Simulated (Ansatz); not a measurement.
# Decaying states in the gap of In2Br3Cl3

Aim: relax a made-up compound, In2Br3Cl3, and see how good a tunnel barrier it would be. It is built by putting Br for part of the Cl in the InCl3 structure of space group P6_3/mmc, with the volume rescaled by atomic radii. The parent structure comes from the Materials Project.

Calculated with Ansatz 0.2.0; r2SCAN DFT, plane waves, PAW files, in the first sound run; inputs show where later runs differ.

The structure was built from a prototype and need not be the compound's stable phase.

## 1. The structure

Symmetry: Pm, No. 6, monoclinic system. Conventional cell: a = 9.922 Å, b = 3.530 Å, c = 9.922 Å, α = 90.00°, β = 120.00°, γ = 90.00°. In has 4 Br at 2.65 Å and 2 Cl at 2.65 Å nearest. Nearest to In lie 4 Cl at 2.65 Å and 2 Br at 2.65 Å. Nearest to Br lie 2 In at 2.65 Å. Cl has 2 In at 2.65 Å nearest. Nearest to Cl lie 2 In at 2.65 Å. It derives from InCl3. Br for part of the Cl in the InCl3 structure of space group P6_3/mmc. Farther neighbours and most contacts between anions are not listed.

## 2. Relaxing the new crystal

The substituted atoms don't fit the parent's cell, so cell and atoms relax together. A small smearing keeps the run stable in case the gap closes on the way.

File input.yaml:

```yaml
crystal:
  lattice:
    - [9.9220433451, 0.0, 0.0]
    - [-4.9610216725, 8.5927415943, 0.0]
    - [0.0, 0.0, 3.5300486755]
  atoms:
    - { symbol: In, position: [0.6666666667, 0.3333333333, 0.25] }
    - { symbol: In, position: [0.3333333333, 0.6666666667, 0.75] }
    - { symbol: Br, position: [0.78183749, 0.21816251, 0.75] }
    - { symbol: Br, position: [0.43632502, 0.21816251, 0.75] }
    - { symbol: Cl, position: [0.78183749, 0.56367498, 0.75] }
    - { symbol: Cl, position: [0.21816251, 0.78183749, 0.25] }
    - { symbol: Br, position: [0.56367498, 0.78183749, 0.25] }
    - { symbol: Cl, position: [0.21816251, 0.43632502, 0.25] }
kpoints:
  mp_grid: { grid: [4, 4, 6] }
scf:
  occupations: { method: gaussian, width: 0.03 }
hamiltonian:
  xc: r2scan
output:
  forces: true
  stress: true
relax:
  f_tol: 0.02
  max_steps: 60
  cell: {}
```

Launch:

```console
ansatz run input.yaml --threads 2 --pin off --max-ram 4096MiB --backend cpu --events-out ev --progress --plain --runs-dir out
```

Numbers of over 12 decimals in the logs are rounded to 6 here.

What it wrote:

```text
Engine: ansatz 0.2.0, aarch64-unknown-linux-gnu
Pseudopotentials: kind: paw
Pseudopotential: In, paw, valence charge 13, recommended cutoff 500 eV (meta_gga), In.paw.azcp
Pseudopotential: Br, paw, valence charge 7, recommended cutoff 500 eV (meta_gga), Br.paw.azcp
Pseudopotential: Cl, paw, valence charge 7, recommended cutoff 500 eV (meta_gga), Cl.paw.azcp
Functional definition: r2SCAN
  parameter k0 = 0.174
  parameter k1 = 0.065
  parameter a1 = 4.9479
  exchange = r2scan_x(k0 = k0, k1 = k1, a1 = a1)
  correlation = r2scan_c
Crystal: 8 atoms, lattice volume = 300.963 Å³
Basis set: ecut = 500 eV, 7657 PW (Γ), exchange–correlation on 300×300×108 points (64 copies of the dense FFT grid, shifted against one another)
Bands: 42, of which v1, the nominal top of the filled ones, is band 34 counted from 1 (33 counted from 0)
Symmetry: 2 space group operations
Space group: Pm (ITA 6), of the structure as read, at distance tolerance 6.7e-5 Å
k-points: 40 of 96 (time reversal used)
Non-local potential: In, projectors of the file, l = 0: 2, l = 1: 2, l = 2: 2, l = 3: 2
Non-local potential: Br, projectors of the file, l = 0: 2, l = 1: 2, l = 2: 2
Non-local potential: Cl, projectors of the file, l = 0: 2, l = 1: 2, l = 2: 2
PAW form: soft (Blöchl's): semilocal exchange-correlation on the pseudo side does not see the compensation charge
PAW frozen core: In, regenerated for the run's functional (the file was generated under x = pbe(κ = 0.804, μ = 0.219515), c = pbe(β = 0.066725))
PAW frozen core: Br, regenerated for the run's functional (the file was generated under x = pbe(κ = 0.804, μ = 0.219515), c = pbe(β = 0.066725))
PAW frozen core: Cl, regenerated for the run's functional (the file was generated under x = pbe(κ = 0.804, μ = 0.219515), c = pbe(β = 0.066725))
PAW one-centre angular grid: In, 590 points (default); XC on 289 of its mesh's 2783 points in the sphere
PAW one-centre angular grid: Br, 302 points (default); XC on 160 Gauss nodes
PAW one-centre angular grid: Cl, 302 points (default); XC on 160 Gauss nodes
Initial density: superposition of atomic densities (neutral atoms: chi_scale 0, normalization atom), corrected by the library's trained network
Initial wavefunctions: pseudopotential atomic-orbital guess
Functional: x = r2scan, c = r2scan; τ floored in thin density (d = 2e-4 eV/Å³)
SCF iter   1: F=—  HF=-22861.005758 eV  |F-HF|=—  |Δ(HF+E_count)|=         —  Δρ=5.87e-3  dr2=1.50e-1  dr2_τ=3.15e-2  ethr=1.77e-3  ⟨swp⟩=7.8  Hψ=7561  notcnv=0  defer=24
preconditioner: auto → Resta (q_TF=auto, 2.129 Å⁻¹)  ε∞=2.6  [insulator: Δε(μ)=2.756 eV  Ē_g=13.792 eV  σ=0.030 eV  W_gap=1.00  n_scr=44 (ndim 8)  ℏωp=17.7 eV  f_vac=0.247  D(μ)=0.00/eV (n_scr^D=0)  ε∞_Penn≈2.6  vacuum switching on, ρ_ref=1.4e-2 e/Å³]
SCF iter   2: F=—  HF=-22861.034726 eV  |F-HF|=—  |Δ(HF+E_count)|=   2.90e-2  Δρ=2.82e-3  dr2=1.96e-2  dr2_τ=9.29e-4  ethr=2.21e-4  ⟨swp⟩=3.5  Hψ=3518  notcnv=0  defer=67
SCF iter   3: F=—  HF=-22861.036107 eV  |F-HF|=—  |Δ(HF+E_count)|=   1.38e-3  Δρ=6.87e-4  dr2=1.48e-3  dr2_τ=6.77e-5  ethr=2.88e-5  ⟨swp⟩=2.9  Hψ=3165  notcnv=0  defer=27
automatic band count: iteration 3 solves 41 bands in place of 42: the levels show a gap, and the empty bands left out lie too high to hold charge; the band table lists the bands solved (type scf.n_extra_bands for more)
SCF iter   4: F=—  HF=-22861.036209 eV  |F-HF|=—  |Δ(HF+E_count)|=   1.02e-4  Δρ=1.18e-4  dr2=3.60e-5  dr2_τ=3.57e-6  ethr=2.18e-6  ⟨swp⟩=2.3  Hψ=2866  notcnv=0  defer=27
SCF iter   5: F=—  HF=-22861.036452 eV  |F-HF|=—  |Δ(HF+E_count)|=   2.43e-4  Δρ=3.59e-5  dr2=2.71e-6  dr2_τ=2.69e-7  ethr=5.29e-8  ⟨swp⟩=2.1  Hψ=2815  notcnv=0  defer=27
SCF iter   6: F=—  HF=-22861.036455 eV  |F-HF|=—  |Δ(HF+E_count)|=   2.75e-6  Δρ=6.83e-6  dr2=2.48e-7  dr2_τ=3.29e-8  ethr=3.99e-9  ⟨swp⟩=2.0  Hψ=2829  notcnv=0  defer=27
SCF iter   7: F=-22861.036455 eV  HF=-22861.036455 eV  |F-HF|=1.42e-8  |Δ(HF+E_count)|=   2.11e-8  Δρ=2.11e-6  dr2=1.83e-8  dr2_τ=7.84e-10  ethr=1.47e-10  ⟨swp⟩=5.0  Hψ=6596  notcnv=0
SCF 1 converged in 7 iterations: F = -22861.036455 eV  dr2 = 1.83e-8
  greatest PAW one-centre occupation: 0.986 electrons in one spin orbital (limit 2), on the In atom at site 1 (counted from 0), in its partial waves of l = 2
relax step   1: F+E_penalty+E_count = -22861.03645491 eV  Δ(F+E_penalty+E_count) = +0.000e0 eV  max|allowed force component| = 8.820e-1 eV/Å  Δτ_max = 0.0000 Å  P = -0.095 GPa  Ω = 300.963 Å³  (7 SCF iters, dr2 threshold 1.00e-7 eV, accepted)
Crystal: 8 atoms, lattice volume = 297.566 Å³
Basis set: ecut = 500 eV, 7567 PW (Γ), exchange–correlation on 300×300×108 points (64 copies of the dense FFT grid, shifted against one another)
Initial density: handed on by an earlier stage of this run
Initial wavefunctions: those handed on with the density
iter 1 solved again at ethr=2.37e-4 eV; its pass at ethr=3.10e-3 eV (dr2=1.61e-1 eV) is discarded
SCF iter   1: F=—  HF=-22861.114040 eV  |F-HF|=—  |Δ(HF+E_count)|=         —  Δρ=6.27e-3  dr2=1.64e-1  dr2_τ=1.03e0  ethr=2.37e-4  ⟨swp⟩=1.4  Hψ=8791  notcnv=0
automatic band count: iteration 1 solves 39 bands in place of 42: the levels show a gap, and the empty bands left out lie too high to hold charge; the band table lists the bands solved (type scf.n_extra_bands for more)
preconditioner: auto → Resta (q_TF=auto, 2.133 Å⁻¹)  ε∞=2.9  [insulator: Δε(μ)=2.222 eV  Ē_g=12.887 eV  σ=0.030 eV  W_gap=1.00  n_scr=44 (ndim 8)  ℏωp=17.8 eV  f_vac=0.243  D(μ)=0.00/eV (n_scr^D=0)  ε∞_Penn≈2.9  vacuum switching on, ρ_ref=1.2e-2 e/Å³]
SCF iter   2: F=—  HF=-22861.082399 eV  |F-HF|=—  |Δ(HF+E_count)|=   3.16e-2  Δρ=2.71e-3  dr2=2.31e-2  dr2_τ=1.58e-3  ethr=2.37e-4  ⟨swp⟩=4.2  Hψ=3435  notcnv=0
SCF iter   3: F=—  HF=-22861.080049 eV  |F-HF|=—  |Δ(HF+E_count)|=   2.35e-3  Δρ=1.06e-3  dr2=3.41e-3  dr2_τ=1.67e-4  ethr=3.40e-5  ⟨swp⟩=2.8  Hψ=2524  notcnv=0  defer=11
SCF iter   4: F=—  HF=-22861.080640 eV  |F-HF|=—  |Δ(HF+E_count)|=   5.91e-4  Δρ=2.70e-4  dr2=2.56e-4  dr2_τ=1.98e-5  ethr=5.01e-6  ⟨swp⟩=2.2  Hψ=2495  notcnv=0  defer=13
SCF iter   5: F=—  HF=-22861.081034 eV  |F-HF|=—  |Δ(HF+E_count)|=   3.94e-4  Δρ=8.35e-5  dr2=1.88e-5  dr2_τ=1.54e-6  ethr=3.77e-7  ⟨swp⟩=2.1  Hψ=2326  notcnv=0  defer=13
SCF iter   6: F=—  HF=-22861.081056 eV  |F-HF|=—  |Δ(HF+E_count)|=   2.16e-5  Δρ=1.91e-5  dr2=1.41e-6  dr2_τ=1.33e-7  ethr=2.77e-8  ⟨swp⟩=2.1  Hψ=2672  notcnv=0  defer=13
SCF iter   7: F=-22861.081057 eV  HF=-22861.081057 eV  |F-HF|=3.58e-8  |Δ(HF+E_count)|=   1.15e-6  Δρ=3.98e-6  dr2=7.49e-8  dr2_τ=6.98e-9  ethr=1.18e-9  ⟨swp⟩=5.0  Hψ=6240  notcnv=0
[...]
relax step  10: F+E_penalty+E_count = -22861.25867071 eV  Δ(F+E_penalty+E_count) = -2.087e-2 eV  max|allowed force component| = 1.134e-1 eV/Å  Δτ_max = 0.1936 Å  P = +0.142 GPa  Ω = 263.864 Å³  energy of the carried Pulay correction = +3.659e-3 eV  (7 SCF iters, dr2 threshold 8.00e-7 eV, accepted)
relax step  11: F+E_penalty+E_count = -22861.27628567 eV  Δ(F+E_penalty+E_count) = -1.761e-2 eV  max|allowed force component| = 1.758e-1 eV/Å  Δτ_max = 0.1955 Å  P = -0.258 GPa  Ω = 259.853 Å³  energy of the carried Pulay correction = +4.084e-3 eV  (7 SCF iters, dr2 threshold 8.00e-7 eV, accepted)
relax step  12: F+E_penalty+E_count = -22861.30770276 eV  Δ(F+E_penalty+E_count) = -3.142e-2 eV  max|allowed force component| = 2.263e-1 eV/Å  Δτ_max = 0.1916 Å  P = +0.164 GPa  Ω = 252.675 Å³  energy of the carried Pulay correction = +4.859e-3 eV  (7 SCF iters, dr2 threshold 8.00e-7 eV, accepted)
relax step  13: F+E_penalty+E_count = -22861.33107568 eV  Δ(F+E_penalty+E_count) = -2.337e-2 eV  max|allowed force component| = 9.150e-2 eV/Å  Δτ_max = 0.1946 Å  P = +0.008 GPa  Ω = 244.968 Å³  energy of the carried Pulay correction = +5.715e-3 eV  (7 SCF iters, dr2 threshold 8.00e-7 eV, accepted)
relax step  14: F+E_penalty+E_count = -22861.32451776 eV  Δ(F+E_penalty+E_count) = +6.558e-3 eV  max|allowed force component| = 1.267e-1 eV/Å  Δτ_max = 0.1950 Å  P = +0.164 GPa  Ω = 236.287 Å³  energy of the carried Pulay correction = +6.708e-3 eV  (7 SCF iters, dr2 threshold 5.23e-7 eV, rejected (line search))
relax step  15: F+E_penalty+E_count = -22861.34004426 eV  Δ(F+E_penalty+E_count) = -8.969e-3 eV  max|allowed force component| = 8.642e-2 eV/Å  Δτ_max = 0.0943 Å  P = -0.075 GPa  Ω = 240.942 Å³  energy of the carried Pulay correction = +6.171e-3 eV  (10 SCF iters, accepted)
relax step  16: F+E_penalty+E_count = -22861.34782193 eV  Δ(F+E_penalty+E_count) = -7.778e-3 eV  max|allowed force component| = 1.749e-2 eV/Å  Δτ_max = 0.0514 Å  P = -0.019 GPa  Ω = 237.936 Å³  energy of the carried Pulay correction = +6.517e-3 eV  (6 SCF iters, dr2 threshold 4.67e-7 eV, accepted)
relax step  17: F+E_penalty+E_count = -22861.34844974 eV  Δ(F+E_penalty+E_count) = -6.278e-4 eV  max|allowed force component| = 1.005e-2 eV/Å  Δτ_max = 0.0324 Å  P = +0.031 GPa  Ω = 235.590 Å³  energy of the carried Pulay correction = +6.789e-3 eV  (9 SCF iters, accepted)
relax step  18: F+E_penalty+E_count = -22861.34865274 eV  Δ(F+E_penalty+E_count) = -2.030e-4 eV  max|allowed force component| = 1.162e-2 eV/Å  Δτ_max = 0.0170 Å  P = -0.008 GPa  Ω = 237.092 Å³  energy of the carried Pulay correction = +6.614e-3 eV  (6 SCF iters, dr2 threshold 1.21e-8 eV, accepted)
Basis set: ecut = 500 eV, 6021 PW (Γ), exchange–correlation on 320×240×108 points (64 copies of the dense FFT grid, shifted against one another)
Initial wavefunctions: pseudopotential atomic-orbital guess (no wavefunctions were taken with the density)
iter 1 solved again at ethr=1.86e-7 eV; its pass at ethr=3.10e-3 eV (dr2=1.26e-4 eV) is discarded
SCF iter   1: F=—  HF=-22861.345830 eV  |F-HF|=—  |Δ(HF+E_count)|=         —  Δρ=2.10e-4  dr2=7.58e-6  dr2_τ=8.06e-5  ethr=1.86e-7  ⟨swp⟩=3.8  Hψ=13781  notcnv=0
preconditioner: auto → Resta (q_TF=auto, 2.216 Å⁻¹)  ε∞=3.0  [insulator: Δε(μ)=2.391 eV  Ē_g=13.937 eV  σ=0.030 eV  W_gap=1.00  n_scr=44 (ndim 8)  ℏωp=19.9 eV  f_vac=0.086  D(μ)=0.00/eV (n_scr^D=0)  ε∞_Penn≈3.0]
SCF iter   2: F=—  HF=-22861.345938 eV  |F-HF|=—  |Δ(HF+E_count)|=   1.08e-4  Δρ=1.08e-4  dr2=2.03e-6  dr2_τ=6.29e-6  ethr=1.11e-8  ⟨swp⟩=2.1  Hψ=2954  notcnv=0
SCF iter   3: F=—  HF=-22861.346170 eV  |F-HF|=—  |Δ(HF+E_count)|=   2.32e-4  Δρ=3.39e-6  dr2=1.01e-8  dr2_τ=3.40e-9  ethr=2.99e-9  ⟨swp⟩=2.0  Hψ=3040  notcnv=0
SCF iter   4: F=—  HF=-22861.346170 eV  |F-HF|=—  |Δ(HF+E_count)|=   2.74e-8  Δρ=1.38e-6  dr2=1.44e-9  dr2_τ=6.24e-10  ethr=1.49e-11  ⟨swp⟩=2.0  Hψ=3040  notcnv=0
SCF iter   5: F=-22861.346170 eV  HF=-22861.346170 eV  |F-HF|=3.27e-11  |Δ(HF+E_count)|=   3.93e-9  Δρ=1.60e-7  dr2=6.43e-11  dr2_τ=2.30e-11  ethr=1.00e-12  ⟨swp⟩=4.0  Hψ=8113  notcnv=0
SCF 19 converged in 5 iterations: F = -22861.346170 eV  dr2 = 6.43e-11
relax step  19: F+E_penalty+E_count = -22861.34617026 eV  Δ(F+E_penalty+E_count) = +2.482e-3 eV  max|allowed force component| = 1.145e-2 eV/Å  Δτ_max = 0.0000 Å  P = -0.011 GPa  Ω = 237.092 Å³  stress off target by 2.95e-2 GPa  SCF on the basis re-selected at this cell (its energy is not comparable with the rows above)  (5 SCF iters)
basis re-selected at this cell: Δ(F+E_penalty+E_count) = +2.482e-3 eV, ΔP = -0.004 GPa vs the last step (what re-selecting the basis moved, of the pressure what is left beyond the Pulay correction that the steps carried, after the strain that the cell walked since its last selection, with what the two solves' SCF thresholds leave and, on support functions, any second-order correction that the steps lacked; it is no measure of the basis error at this ecutwfc). The dense FFT grid was sized anew with the basis: this SCF ran on 80×60×27 points, the steps before it on 75×75×27, so part of this shift can come from that change (see relax.cell in the input reference). [rest of the remark cut]
SCF converged after 5 iterations
Free energy (F): -22861.346170 eV
Harris-Foulkes:  -22861.346170 eV  (|F-HF|=3.27e-11)
Internal energy: -22861.346170 eV  (E = F + TS)
E sigma→0 (E₀):  -22861.346170 eV
Fermi energy:    3.508776 eV
--- Per-component energies (eV) ---
  E_band       = -372.351641
  E_kinetic    = 1368.920333
  E_local      = -5136.738766  (includes V_loc(G=0)·N_el)
  E_nonlocal   = 1036.848835
  E_hartree    = 1958.255066
  E_xc         = -1460.272476
  E_vxc        = -951.764824  (∫ρ·V_xc dr)
  E_paw        = -17189.050132  (= ΣΔE_a)
  E_vpaw       = -658.349111  (= ΣTr[D̂ρ^β])
  E_aug_tail   = 0.000127  (compensation charges beyond the density's cutoff)
  E_vtau       = 52.221723  (kinetic-family band-sum trace: ∫τ·v_τ [+ j·A + Jᵃ·Aᵃ] dr)
  E_ewald      = -3440.356447
  E_core_change = 1.047290  (= ΣΔE_core)
  E_smearing   = -0.000000  (= −TS)
  E_closure    = 0.000000  (closes the sum)
  Σ components = -22861.346170   (vs F -22861.346170, Δ=0.00e0)
--- Forces (eV/Å), atoms counted from 1 ---
  atom   1  In     0.00250719    -0.01144811     0.00000000
  atom   2  In     0.00698752    -0.00260585     0.00000000
  atom   3  Br    -0.00003114     0.00296807     0.00000000
  atom   4  Br    -0.00196050     0.00582888     0.00000000
  atom   5  Cl    -0.00173367     0.00093716     0.00000000
  atom   6  Cl    -0.00078042    -0.00400516     0.00000000
  atom   7  Br    -0.00192180     0.00008577     0.00000000
  atom   8  Cl    -0.00306413     0.00824229     0.00000000
  max |Σ_I F_I| component: 3.05e-6 eV/Å
--- Stress (GPa, compression-positive) ---
       -0.002284       0.002871       0.000000
        0.002872      -0.029202       0.000000
        0.000000       0.000000      -0.002840
  P = ⅓ Tr σ = -0.0114 GPa (-0.114 kbar)
--- Relaxed structure (18 steps of the walk, 17 accepted, 1 SCFs on fresh bases) ---
  F+E_penalty+E_count = -22861.34617026 eV   max|allowed force component| = 1.145e-2 eV/Å   (the final SCF, on the basis selected at the relaxed cell)
  cell:  # Å, volume = 237.0917 Å³
    - [10.524078, 0.980705, 0.0]
    - [-4.412724, 5.984794, 0.0]
    - [0.0, 0.0, 3.522278]
  atoms:
    - { symbol: In, position: [0.724355, 0.419557, 0.25] }
    - { symbol: In, position: [0.272797, 0.583785, 0.75] }
    - { symbol: Br, position: [0.833752, 0.256350, 0.75] }
    - { symbol: Br, position: [0.495710, 0.252694, 0.75] }
    - { symbol: Cl, position: [0.830897, 0.715722, 0.75] }
    - { symbol: Cl, position: [0.171770, 0.733157, 0.25] }
    - { symbol: Br, position: [0.501403, 0.751549, 0.25] }
    - { symbol: Cl, position: [0.169316, 0.287186, 0.25] }
```

The job ended after 12 min (2 threads of Arm Neoverse V2, shared host; peak memory 1.3 GiB; 24 min of CPU time).

The steps of the relaxation:

```
step  energy less that of the first step (eV)  largest force component (eV/Å)  pressure (GPa)  volume (Å³)
   1                                   0.0000                          0.8820           -0.09       300.96
   2                                  -0.0446                          0.6356           -0.25       297.57
   3                                  -0.1484                          0.1024           -0.23       296.61
   4                                  -0.1524                          0.0370           -0.05       294.94
   5                                  -0.1544                          0.0148           -0.01       292.13
   6                                  -0.1584                          0.0130            0.00       290.96
   7                                  -0.1651                          0.0996            0.16       282.83
   8                                  -0.1785                          0.1806            0.33       273.15
   9                                  -0.2013                          0.1408            0.24       267.91
  10                                  -0.2222                          0.1134            0.14       263.86
  11                                  -0.2398                          0.1758           -0.26       259.85
  12                                  -0.2712                          0.2263            0.16       252.68
  13                                  -0.2946                          0.0915            0.01       244.97
  14                                  -0.2881                          0.1267            0.16       236.29
  15                                  -0.3036                          0.0864           -0.08       240.94
  16                                  -0.3114                          0.0175           -0.02       237.94
  17                                  -0.3120                          0.0101            0.03       235.59
  18                                  -0.3122                          0.0116           -0.01       237.09
 19*                                  -0.3097                          0.0114           -0.01       237.09
```

Relaxation steps marked * repeat the geometry before them on a plane-wave basis chosen anew for their cell, so energy and pressure can jump there. Relaxation step 14 was tried and not accepted.

Forces are held to the 2 operations that the run works with; a distortion that breaks them can't arise in this run.

```
     cell as run  before   after   change
           a (Å)   9.922  10.570   +6.5 %
           b (Å)   9.922   7.436  -25.1 %
           c (Å)   3.530   3.522   -0.2 %
           γ (°)  120.00  121.08   +0.9 %
volume (Å³/atom)   37.62   29.64  -21.2 %
```

The atoms that moved most (Å, as changes of fractional coordinates times the final cell):

```
atom      dx      dy     dz  length
 Cl5  -0.155   0.958  0.000   0.970
 Cl8   0.144  -0.940  0.000   0.951
 In2  -0.271  -0.555  0.000   0.618
 In1   0.227   0.573  0.000   0.616
 Br7  -0.522  -0.242  0.000   0.575
 Br4   0.473   0.265  0.000   0.542
 Br3   0.378   0.279  0.000   0.470
 Cl6  -0.273  -0.337  0.000   0.434
```

Numbers from this step:

```
free energy  : -22861.3462 eV
Fermi energy : 3.509 eV
pressure     : -0.01144 GPa
```

The largest force component on a free atom ends at 0.011 eV/Å.

(Part 1 of 4 ends here.)

[Logs are printed without paths, hosts, clocks, repeated set-up lines and the standing remarks that a program may print on its own settings, such as how far it seeks lower states.]

[Hosts, paths, dates, database ids (printed as entryN), source tags and the programs' standing remarks are cut or masked in the printed files.]
